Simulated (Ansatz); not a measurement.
# Cs on Al(100): change of the work function, part 5 of 5

How does Cs on the hollow site change the work function of Al(100) as the layer fills?

Ansatz 0.2.0; plane-wave DFT, PBE, Ansatz PAW.

So far, work function, upper face (eV): step 2 (the clean slab) 4.32; step 4 (adsorbate added, k-mesh 5×5×1, coverage 0.25 ML) 1.85; step 6 (the slab at 0.25 ML, atoms frozen) 1.85; step 7 (the substrate of the 0.25 ML cell alone) 4.32; step 8 (the adsorbate layer of the 0.25 ML cell alone) 2.14.

## 10. Varying the input: efield.amplitude = 0.05

This step: plane-wave DFT, PBE, Ansatz PAW (Ansatz 0.2.0).

System of this step: Cs/Al(100). The cell holds 17 atoms: 16 Al and 1 Cs. Cell: a = 5.728 Å, b = 5.728 Å, c = 27.460 Å, α = 90.0°, β = 90.0°, γ = 90.0°. Vacuum lies along c.

A run with a changed input: it repeats the earlier run at 0.25 ML with efield.amplitude to 0.05; its output block differs too.

The input, input.yaml:

```yaml
crystal:
  lattice:
    - [5.7275649276, 0.0, 0.0]
    - [0.0, 5.7275649276, 0.0]
    - [0.0, 0.0, 27.4598358472]
  atoms:
    - { symbol: Al, position: [0.25, 0.25, 0.327751413] }
    - { symbol: Al, position: [0.0, 0.0, 0.4014954809] }
    - { symbol: Al, position: [0.25, 0.25, 0.4781484216] }
    - { symbol: Al, position: [0.0, 0.0, 0.5537543129] }
    - { symbol: Al, position: [0.25, 0.75, 0.327751413] }
    - { symbol: Al, position: [0.0, 0.5, 0.4014954809] }
    - { symbol: Al, position: [0.25, 0.75, 0.4781484216] }
    - { symbol: Al, position: [0.0, 0.5, 0.5537543129] }
    - { symbol: Al, position: [0.75, 0.25, 0.327751413] }
    - { symbol: Al, position: [0.5, 0.0, 0.4014954809] }
    - { symbol: Al, position: [0.75, 0.25, 0.4781484216] }
    - { symbol: Al, position: [0.5, 0.0, 0.5537543129] }
    - { symbol: Al, position: [0.75, 0.75, 0.327751413] }
    - { symbol: Al, position: [0.5, 0.5, 0.4014954809] }
    - { symbol: Al, position: [0.75, 0.75, 0.4781484216] }
    - { symbol: Al, position: [0.5, 0.5, 0.5537543129] }
    - { symbol: Cs, position: [0.25, 0.25, 0.672248587] }
kpoints:
  mp_grid: { grid: [5, 5, 1] }
hamiltonian:
  xc: pbe
scf:
  occupations: { method: fermi_dirac, width: 0.1 }
  convergence: { dr2_threshold: 1.0e-08 }
efield:
  axis: 3
  dipole_correction: true
  ramp_position: 0.97
  ramp_width: 0.06
  amplitude: 0.05
relax:
  f_tol: 0.02
  max_steps: 60
  constraints: [{ sites: [0, 1, 4, 5, 8, 9, 12, 13] }]
output:
  bader: true
  dos: { projected: true, e_range: [-8, 4] }
  write_potential: true
  write_density: true
  volumetric_format: npy
```

Command:

```sh
$ ansatz run input.yaml --threads 2 --pin off --max-ram 3072MiB --backend cpu --events-out ev --progress --plain --runs-dir out
```

Numbers of over 12 decimals in the logs are rounded to 6 here.

Output:

```text
[...]
Crystal: 17 atoms, lattice volume = 900.820 Å³
Basis set: ecut = 420 eV, 17703 PW (Γ), exchange–correlation on 80×80×384 points (8 copies of the dense FFT grid, shifted against one another)
Bands: 46, of which v1, the nominal top of the filled ones, is band 29 counted from 1 (28 counted from 0)
Symmetry: 8 space group operations
[...]
k-points: 6 of 25
[...]
SCF iter   1: F=—  HF=-14271.682283 eV  |F-HF|=—  |Δ(HF+E_count)|=         —  Δρ=1.49e-2  dr2=2.42e1  ethr=3.10e-3  p=0.112 e·Å  D=2.25e-2 V/Å  ΔV_dip=-0.62 eV  dr2_dipole=2.02e0  V_vac-E_F(+/−)=6.66/6.02 eV  ⟨swp⟩=12.3  Hψ=1670  notcnv=0
[...]
SCF iter  19: F=-14267.743404 eV  HF=-14267.743404 eV  |F-HF|=4.38e-10  |Δ(HF+E_count)|=   2.45e-9  Δρ=5.71e-8  dr2=3.24e-10  ethr=1.75e-11  p=0.575 e·Å  D=1.16e-1 V/Å  ΔV_dip=-3.17 eV  dr2_dipole=2.43e-10  V_vac-E_F(+/−)=2.08/4.00 eV  ⟨swp⟩=14.7  Hψ=2203  notcnv=0
SCF 1 converged in 19 iterations: F = -14267.743404 eV  dr2 = 3.24e-10
[...]
relax step   1: F+E_penalty+E_count = -14267.74340378 eV  Δ(F+E_penalty+E_count) = +0.000e0 eV  max|allowed force component| = 1.182e-1 eV/Å  Δτ_max = 0.0000 Å  (19 SCF iters, accepted)
[...]
SCF iter   7: F=-14267.746563 eV  HF=-14267.746563 eV  |F-HF|=4.15e-10  |Δ(HF+E_count)|=   8.67e-9  Δρ=3.22e-7  dr2=3.13e-9  ethr=1.75e-11  p=0.578 e·Å  D=1.16e-1 V/Å  ΔV_dip=-3.19 eV  dr2_dipole=1.91e-9  V_vac-E_F(+/−)=2.07/3.99 eV  ⟨swp⟩=9.5  Hψ=2007  notcnv=0
SCF 2 converged in 7 iterations: F = -14267.746563 eV  dr2 = 3.13e-9
relax step   2: F+E_penalty+E_count = -14267.74656295 eV  Δ(F+E_penalty+E_count) = -3.159e-3 eV  max|allowed force component| = 8.943e-2 eV/Å  Δτ_max = 0.0201 Å  (7 SCF iters, accepted)
SCF iter   1: F=—  HF=-14267.748398 eV  |F-HF|=—  |Δ(HF+E_count)|=         —  Δρ=2.86e-4  dr2=5.92e-3  ethr=2.13e-4  p=0.578 e·Å  D=1.16e-1 V/Å  ΔV_dip=-3.19 eV  dr2_dipole=2.85e-3  V_vac-E_F(+/−)=2.07/3.99 eV  ⟨swp⟩=3.2  Hψ=663  notcnv=0
[...]
SCF iter   7: F=-14267.749409 eV  HF=-14267.749409 eV  |F-HF|=1.31e-9  |Δ(HF+E_count)|=   3.35e-8  Δρ=3.29e-7  dr2=3.85e-9  ethr=1.75e-11  p=0.585 e·Å  D=1.17e-1 V/Å  ΔV_dip=-3.22 eV  dr2_dipole=1.66e-9  V_vac-E_F(+/−)=2.03/3.99 eV  ⟨swp⟩=10.0  Hψ=2099  notcnv=0
SCF 3 converged in 7 iterations: F = -14267.749409 eV  dr2 = 3.85e-9
relax step   3: F+E_penalty+E_count = -14267.74940877 eV  Δ(F+E_penalty+E_count) = -2.846e-3 eV  max|allowed force component| = 1.524e-2 eV/Å  Δτ_max = 0.0582 Å  (7 SCF iters, accepted)
[...]
SCF converged after 7 iterations
Free energy (F): -14267.749409 eV
[...]
Internal energy: -14267.455726 eV  (E = F + TS)
E sigma→0 (E₀):  -14267.602568 eV
Entropy (-TS):   -0.293682 eV (-17.275 meV/atom)
Fermi energy:    0.826740 eV
Dipole field:    D = 0.117456 V/Å  (p = 0.584726 e·Å, saw-weighted, corrected)
Work function:   not extracted (applied field tilts the vacuum); planar V_es + V_field profile in the machine report
[...]
--- Forces (eV/Å), atoms counted from 1 ---
  atom   1  Al    -0.00000000     0.00000000    -0.15591255
  atom   2  Al    -0.01033097    -0.01033097     0.16566395
  atom   3  Al    -0.00000000     0.00000000    -0.00231227
  atom   4  Al     0.00673994     0.00673994     0.01213816
  atom   5  Al    -0.00000000     0.00000000    -0.16894851
  atom   6  Al    -0.01033097     0.01033097     0.16566395
  atom   7  Al    -0.00000000     0.00000000    -0.00806310
  atom   8  Al     0.00673994    -0.00673994     0.01213816
  atom   9  Al    -0.00000000     0.00000000    -0.16894851
  atom  10  Al     0.01033097    -0.01033097     0.16566395
  atom  11  Al    -0.00000000    -0.00000000    -0.00806310
  atom  12  Al    -0.00673994     0.00673994     0.01213816
  atom  13  Al    -0.00000000     0.00000000    -0.17252178
  atom  14  Al     0.01033097     0.01033097     0.16566395
  atom  15  Al    -0.00000000     0.00000000    -0.01123821
  atom  16  Al    -0.00673994    -0.00673994     0.01213816
  atom  17  Cs    -0.00000000    -0.00000000    -0.01523957
  max |Σ_I F_I| component: 3.92e-5 eV/Å
--- Band table (eV; the first three rows and the last of 6) ---
  k-point 0: bands = [... 25 lower, -0.1855, -0.1527, 0.5982, 0.5982, 0.6639, 0.6969, 0.7026, 1.1111, ... 13 higher]
  k-point 1: bands = [... 25 lower, 0.0412, 0.6818, 0.7368, 0.7761, 0.8438, 0.8825, 1.1691, 1.1934, ... 13 higher]
  k-point 2: bands = [... 25 lower, -0.3743, -0.0098, 0.2655, 1.2327, 1.3327, 1.3886, 1.4781, 2.0035, ... 13 higher]
  k-point 5: bands = [... 25 lower, 0.6306, 0.8599, 0.8772, 0.9909, 1.2407, 1.4934, 1.5002, 2.1478, ... 13 higher]
--- Relaxed structure (3 steps of the walk, 3 accepted, 0 SCFs on fresh bases) ---
  F+E_penalty+E_count = -14267.74940877 eV   max|allowed force component| = 1.524e-2 eV/Å
  atoms:
    - { symbol: Al, position: [0.250000, 0.250000, 0.327751413] }
    - { symbol: Al, position: [0.0, 0.0, 0.4014954809] }
    - { symbol: Al, position: [0.250000, 0.250000, 0.478423] }
    - { symbol: Al, position: [-0.000936383, -0.000936383, 0.553689] }
    - { symbol: Al, position: [0.250000, 0.750000, 0.327751413] }
    - { symbol: Al, position: [0.0, 0.500000, 0.4014954809] }
    - { symbol: Al, position: [0.250000, 0.750000, 0.478418] }
    - { symbol: Al, position: [-0.000936383, 0.500936, 0.553689] }
    - { symbol: Al, position: [0.750000, 0.250000, 0.327751413] }
    - { symbol: Al, position: [0.500000, 0.0, 0.4014954809] }
    - { symbol: Al, position: [0.750000, 0.250000, 0.478418] }
    - { symbol: Al, position: [0.500936, -0.000936383, 0.553689] }
    - { symbol: Al, position: [0.750000, 0.750000, 0.327751413] }
    - { symbol: Al, position: [0.500000, 0.500000, 0.4014954809] }
    - { symbol: Al, position: [0.750000, 0.750000, 0.478592] }
    - { symbol: Al, position: [0.500936, 0.500936, 0.553689] }
    - { symbol: Cs, position: [0.250000, 0.250000, 0.669395] }
--- Bader charges: 17 sites ---
  site symbol  charge [e]  shift [e]
     0     Al      0.0182     0.0000
     1     Al     -0.0106     0.0000
     2     Al     -0.0375     0.0000
     3     Al     -0.1116     0.0000
     4     Al      0.0145     0.0000
     5     Al     -0.0106     0.0000
     6     Al     -0.0326     0.0000
     7     Al     -0.1116     0.0000
     8     Al      0.0145     0.0000
     9     Al     -0.0106     0.0000
    10     Al     -0.0325     0.0000
    11     Al     -0.1116     0.0000
    12     Al      0.0129     0.0000
    13     Al     -0.0106     0.0000
    14     Al     -0.0111     0.0000
    15     Al     -0.1116     0.0000
    16     Cs      0.5422     0.0000
  estimated error of the sums over rays = 5.8e-4 e
```

Run time: 3.7 min. Hardware: 2 threads of Arm Neoverse N1, shared host; peak memory 0.96 GiB; 6.3 min of CPU time.

Relaxation path:

| step | energy less that of the first step (eV) | largest force component (eV/Å) |
| --- | --- | --- |
| 1 | 0.0000 | 0.1182 |
| 2 | -0.0032 | 0.0894 |
| 3 | -0.0060 | 0.0152 |

Forces are held to the 8 operations that the run works with; a distortion that breaks them can't arise in this run.

The atoms that moved most (Å):

| atom | dx | dy | dz | length |
| --- | --- | --- | --- | --- |
| Cs17 | 0.000 | 0.000 | -0.078 | 0.078 |
| Al15 | 0.000 | 0.000 | 0.012 | 0.012 |
| Al4 | -0.005 | -0.005 | -0.002 | 0.008 |
| Al8 | -0.005 | 0.005 | -0.002 | 0.008 |
| Al12 | 0.005 | -0.005 | -0.002 | 0.008 |
| Al16 | 0.005 | 0.005 | -0.002 | 0.008 |
| Al3 | 0.000 | 0.000 | 0.008 | 0.008 |
| Al7 | 0.000 | 0.000 | 0.007 | 0.007 |

Final coordinates:

```cif
data_structure
_symmetry_space_group_name_H-M 'P 1'
_symmetry_Int_Tables_number 1
_cell_length_a 5.7276
_cell_length_b 5.7276
_cell_length_c 27.4598
_cell_angle_alpha 90.000
_cell_angle_beta 90.000
_cell_angle_gamma 90.000
_cell_volume 900.82
loop_
_atom_site_label
_atom_site_type_symbol
_atom_site_fract_x
_atom_site_fract_y
_atom_site_fract_z
_atom_site_occupancy
Al1 Al 0.25000 0.25000 0.32775 1
Al2 Al 0.00000 0.00000 0.40150 1
Al3 Al 0.25000 0.25000 0.47842 1
Al4 Al 0.99906 0.99906 0.55369 1
Al5 Al 0.25000 0.75000 0.32775 1
Al6 Al 0.00000 0.50000 0.40150 1
Al7 Al 0.25000 0.75000 0.47842 1
Al8 Al 0.99906 0.50094 0.55369 1
Al9 Al 0.75000 0.25000 0.32775 1
Al10 Al 0.50000 0.00000 0.40150 1
Al11 Al 0.75000 0.25000 0.47842 1
Al12 Al 0.50094 0.99906 0.55369 1
Al13 Al 0.75000 0.75000 0.32775 1
Al14 Al 0.50000 0.50000 0.40150 1
Al15 Al 0.75000 0.75000 0.47859 1
Al16 Al 0.50094 0.50094 0.55369 1
Cs17 Cs 0.25000 0.25000 0.66940 1
```

This step gave:

```
energy at zero smearing : -14267.6026 eV
dipole along the normal : 0.5847 e·Å
```

The density of states has structure finer than the step of the table below, so its rows give means over 0.25 eV, whole bins alone (the curve runs from -8 to 1.98 eV). Peaks (eV: height): -6.890: 19.0, -1.290: 21.2, 0.570: 16.6, 0.690: 28.9, 1.170: 17.6, 1.800: 31.0, 1.950: 20.6.

Density of states against energy, zero at the Fermi level; means over each step:

| energy (eV) | density of states (states/eV a cell) |
| --- | --- |
| -7.75 | 1.71 |
| -7.50 | 5.67 |
| -7.25 | 2.18 |
| -7.00 | 3.93 |
| -6.75 | 3.88 |
| -6.50 | 4.32 |
| -6.25 | 3.26 |
| -6.00 | 7.73 |
| -5.75 | 5.28 |
| -5.50 | 4.21 |
| -5.25 | 2.28 |
| -5.00 | 1.97 |
| -4.75 | 6.66 |
| -4.50 | 5.22 |
| -4.25 | 5.22 |
| -4.00 | 6.05 |
| -3.75 | 6.75 |
| -3.50 | 5.50 |
| -3.25 | 4.44 |
| -3.00 | 4.27 |
| -2.75 | 9.46 |
| -2.50 | 4.12 |
| -2.25 | 7.10 |
| -2.00 | 7.38 |
| -1.75 | 7.62 |
| -1.50 | 9.31 |
| -1.25 | 8.78 |
| -1.00 | 5.57 |
| -0.75 | 5.66 |
| -0.50 | 8.20 |
| -0.25 | 9.37 |
| 0.00 | 8.46 |
| 0.25 | 5.66 |
| 0.50 | 12.1 |
| 0.75 | 10.3 |
| 1.00 | 6.68 |
| 1.25 | 9.58 |
| 1.50 | 9.49 |
| 1.75 | 19.8 |

Projected DOS per atom over height of the atomic layer and energy from the Fermi level. Layers: Al4 Al4 Al4 Al4 Cs from below.

Values in states/eV, 22 rows by 5 columns, each cell a mean:
```
0.67 0.48 0.57 0.68 0.33
0.44 0.29 0.32 0.48 0.37
0.39 0.39 0.36 0.41 0.95
0.52 0.49 0.51 0.50 0.99
0.58 0.33 0.34 0.66 0.60
0.55 0.36 0.35 0.61 0.07
0.41 0.26 0.28 0.41 0.04
0.57 0.43 0.42 0.60 0.09
0.47 0.43 0.46 0.45 0.09
0.38 0.31 0.31 0.41 0.03
0.48 0.37 0.37 0.54 0.03
0.27 0.30 0.29 0.29 0.02
0.40 0.37 0.36 0.42 0.05
0.37 0.33 0.33 0.39 0.04
0.41 0.40 0.41 0.44 0.02
0.11 0.14 0.14 0.12 0.01
0.22 0.28 0.28 0.23 0.01
0.30 0.44 0.44 0.30 0.02
0.22 0.25 0.25 0.22 0.02
0.16 0.25 0.24 0.16 0.02
0.19 0.28 0.28 0.19 0.02
0.12 0.16 0.16 0.12 0.01
```
Columns: height of the atomic layer (Å) from 9 to 18.4 (not evenly spaced); rows upwards: energy from the Fermi level (eV) from -7.96 to 1.95.

| quantity | this run | earlier run | difference |
| --- | --- | --- | --- |
| dipole along the normal (e·Å) | 0.5847 | 0.4481 | 0.14 |

The applied field differs between the two, so the dipoles differ in any case.

## 11. Varying the input: scf.lower_state_search = "light"

System of this step: Al(100). The cell holds 4 atoms: 4 Al. Its edges and angles: a = 2.864 Å, b = 2.864 Å, c = 24.075 Å, α = 90.0°, β = 90.0°, γ = 90.0°. Vacuum lies along c.

Another changed input: it repeats the earlier run at 0 ML with scf.lower_state_search to light.

The input, input.yaml:

```yaml
crystal:
  lattice:
    - [2.8637824638, 0.0, 0.0]
    - [0.0, 2.8637824638, 0.0]
    - [0.0, 0.0, 24.075]
  atoms:
    - { symbol: Al, position: [0.5, 0.5, 0.3738317757] }
    - { symbol: Al, position: [0.0, 0.0, 0.4579439252] }
    - { symbol: Al, position: [0.5, 0.5, 0.5420560748] }
    - { symbol: Al, position: [0.0, 0.0, 0.6261682243] }
kpoints:
  mp_grid: { grid: [10, 10, 1] }
hamiltonian:
  xc: pbe
scf:
  occupations: { method: fermi_dirac, width: 0.1 }
  convergence: { dr2_threshold: 1.0e-08 }
  lower_state_search: light
efield:
  axis: 3
  dipole_correction: true
  ramp_position: 0.97
  ramp_width: 0.06
relax:
  f_tol: 0.02
  max_steps: 60
  constraints: [{ sites: [0, 1] }]
output:
  write_potential: true
  write_density: true
  volumetric_format: npy
```

Output:

```text
[...]
Crystal: 4 atoms, lattice volume = 197.445 Å³
Basis set: ecut = 420 eV, 3877 PW (Γ), exchange–correlation on 40×40×324 points (8 copies of the dense FFT grid, shifted against one another)
Bands: 10, of which v1, the nominal top of the filled ones, is band 6 counted from 1 (5 counted from 0)
Symmetry: 8 space group operations
k-points: 21 of 100
[...]
SCF iter   1: F=—  HF=-2149.024311 eV  |F-HF|=—  |Δ(HF+E_count)|=         —  Δρ=1.17e-3  dr2=6.88e-3  ethr=1.77e-3  p=0.000 e·Å  D=4.85e-14 V/Å  ΔV_dip=-0.00 eV  dr2_dipole=2.43e-11  V_vac-E_F(+/−)=4.18/4.18 eV  ⟨swp⟩=8.0  Hψ=1869  notcnv=0
[...]
SCF iter   6: F=-2149.024120 eV  HF=-2149.024120 eV  |F-HF|=6.96e-9  |Δ(HF+E_count)|=   8.29e-8  Δρ=5.82e-7  dr2=2.87e-9  ethr=8.33e-11  p=-0.000 e·Å  D=-5.04e-8 V/Å  ΔV_dip=0.00 eV  dr2_dipole=2.56e-13  V_vac-E_F(+/−)=4.34/4.34 eV  ⟨swp⟩=10.0  Hψ=1476  notcnv=0
SCF 1 converged in 6 iterations: F = -2149.024120 eV  dr2 = 2.87e-9
[...]
relax step   1: F+E_penalty+E_count = -2149.02412048 eV  Δ(F+E_penalty+E_count) = +0.000e0 eV  max|allowed force component| = 1.720e-1 eV/Å  Δτ_max = 0.0000 Å  (6 SCF iters, accepted)
[...]
SCF iter   7: F=-2149.038507 eV  HF=-2149.038507 eV  |F-HF|=3.63e-9  |Δ(HF+E_count)|=   5.32e-8  Δρ=6.84e-7  dr2=2.95e-9  ethr=8.33e-11  p=0.001 e·Å  D=9.18e-4 V/Å  ΔV_dip=-0.02 eV  dr2_dipole=3.78e-11  V_vac-E_F(+/−)=4.30/4.32 eV  ⟨swp⟩=9.9  Hψ=1461  notcnv=0
SCF 2 converged in 7 iterations: F = -2149.038507 eV  dr2 = 2.95e-9
[...]
relax step   2: F+E_penalty+E_count = -2149.03850683 eV  Δ(F+E_penalty+E_count) = -1.439e-2 eV  max|allowed force component| = 6.225e-2 eV/Å  Δτ_max = 0.1950 Å  (7 SCF iters, accepted)
SCF iter   1: F=—  HF=-2149.042203 eV  |F-HF|=—  |Δ(HF+E_count)|=         —  Δρ=7.85e-4  dr2=9.68e-3  ethr=9.80e-4  p=0.001 e·Å  D=9.18e-4 V/Å  ΔV_dip=-0.02 eV  dr2_dipole=1.86e-3  V_vac-E_F(+/−)=4.30/4.32 eV  ⟨swp⟩=3.7  Hψ=921  notcnv=0
[...]
SCF iter   6: F=-2149.041096 eV  HF=-2149.041096 eV  |F-HF|=7.28e-9  |Δ(HF+E_count)|=   5.73e-8  Δρ=7.80e-7  dr2=3.13e-9  ethr=8.33e-11  p=0.001 e·Å  D=6.39e-4 V/Å  ΔV_dip=-0.02 eV  dr2_dipole=4.75e-11  V_vac-E_F(+/−)=4.32/4.33 eV  ⟨swp⟩=9.5  Hψ=1429  notcnv=0
SCF 3 converged in 6 iterations: F = -2149.041096 eV  dr2 = 3.13e-9
relax step   3: F+E_penalty+E_count = -2149.04109648 eV  Δ(F+E_penalty+E_count) = -2.590e-3 eV  max|allowed force component| = 1.518e-2 eV/Å  Δτ_max = 0.0640 Å  (6 SCF iters, accepted)
[...]
SCF converged after 6 iterations
Free energy (F): -2149.041096 eV
[...]
Internal energy: -2148.971543 eV  (E = F + TS)
E sigma→0 (E₀):  -2149.006320 eV
Entropy (-TS):   -0.069553 eV (-17.388 meV/atom)
Fermi energy:    -0.159494 eV
Dipole field:    D = 0.000649 V/Å  (p = 0.000708 e·Å, saw-weighted, corrected)
Work function:   Φ+ = 4.3154 eV   Φ− = 4.3310 eV
[...]
--- Forces (eV/Å), atoms counted from 1 ---
  atom   1  Al    -0.00000000     0.00000000    -0.15943958
  atom   2  Al     0.00000000     0.00000000     0.13715330
  atom   3  Al    -0.00000000     0.00000000     0.01517779
  atom   4  Al    -0.00000000     0.00000000     0.00710663
  max |Σ_I F_I| component: 1.86e-6 eV/Å
--- Band table (eV; the first three rows and the last of 21) ---
[...]
--- Relaxed structure (3 steps of the walk, 3 accepted, 0 SCFs on fresh bases) ---
  F+E_penalty+E_count = -2149.04109648 eV   max|allowed force component| = 1.518e-2 eV/Å
  atoms:
    - { symbol: Al, position: [0.5, 0.5, 0.373832] }
    - { symbol: Al, position: [0.0, 0.0, 0.457944] }
    - { symbol: Al, position: [0.5, 0.5, 0.545374] }
    - { symbol: Al, position: [0, 0.0, 0.631610] }
```

Wall time 15 s (2 threads); peak memory 0.35 GiB.

Step by step:

| step | energy less that of the first step (eV) | largest force component (eV/Å) |
| --- | --- | --- |
| 1 | 0.0000 | 0.1720 |
| 2 | -0.0144 | 0.0623 |
| 3 | -0.0170 | 0.0152 |

Forces are held to the 8 operations that the run works with; a distortion that breaks them can't arise in this run.

The atoms that moved most (Å):

| atom | dx | dy | dz | length |
| --- | --- | --- | --- | --- |
| Al4 | 0.000 | 0.000 | 0.131 | 0.131 |
| Al3 | 0.000 | 0.000 | 0.080 | 0.080 |

Final coordinates:

```cif
data_structure
_symmetry_space_group_name_H-M 'P 1'
_symmetry_Int_Tables_number 1
_cell_length_a 2.8638
_cell_length_b 2.8638
_cell_length_c 24.0750
_cell_angle_alpha 90.000
_cell_angle_beta 90.000
_cell_angle_gamma 90.000
_cell_volume 197.45
loop_
_atom_site_label
_atom_site_type_symbol
_atom_site_fract_x
_atom_site_fract_y
_atom_site_fract_z
_atom_site_occupancy
Al1 Al 0.50000 0.50000 0.37383 1
Al2 Al 0.00000 0.00000 0.45794 1
Al3 Al 0.50000 0.50000 0.54537 1
Al4 Al 0.00000 0.00000 0.63161 1
```

This step gave:

* energy at zero smearing: -2149.0063 eV
* work function, upper face: 4.315 eV
* dipole along the normal: 7.08e-4 e·Å

| quantity | this run | earlier run | difference |
| --- | --- | --- | --- |
| work function, upper face (eV) | 4.315 | 4.315 | 0 |
| dipole along the normal (e·Å) | 7.08e-4 | 7.08e-4 | 0 |

Nothing in the table moves by 0.01 in its unit (for the dipole 0.5 % and 5e-5 e·Å).

## 12. What came out

```
work function of the clean face                                                           : 4.32 eV
work function at 0.11 ML                                                                  : 1.61 eV
work function at 0.25 ML                                                                  : 1.85 eV
dipole per adsorbate at 0.11 ML, positive end outwards                                    : 5.26 D
step of the potential from the moved charge at 0.25 ML, upper less lower side, atoms held : -2.46 eV
```

Cs lowers the work function of Al(100) at the lowest coverage, by 2.71 eV: the adsorbate layer has its positive end outwards. The slab has 4 layers, at the tabulated experimental lattice constant, one starting site was run, and quantum-size effects of a slab this thin can reach one or two tenths of an eV.

[Logs are printed without paths, hosts, clocks, repeated set-up lines and the standing remarks that a program may print on its own settings, such as how far it seeks lower states.]

[Hosts, paths, dates, database ids (printed as entryN), source tags and the programs' standing remarks are cut or masked in the printed files.]

[Maps of the electrostatic potential energy from Ansatz leave out the sawtooth potential of an applied field or a dipole correction, so their vacuum need not be flat; planar profiles and work functions include it.]

[The density of states shown here was stored with 400 of the rows of the run's finer table, so its peaks can read low, often by over a quarter, or be missed, and its means over a window can be off by a tenth or more.]
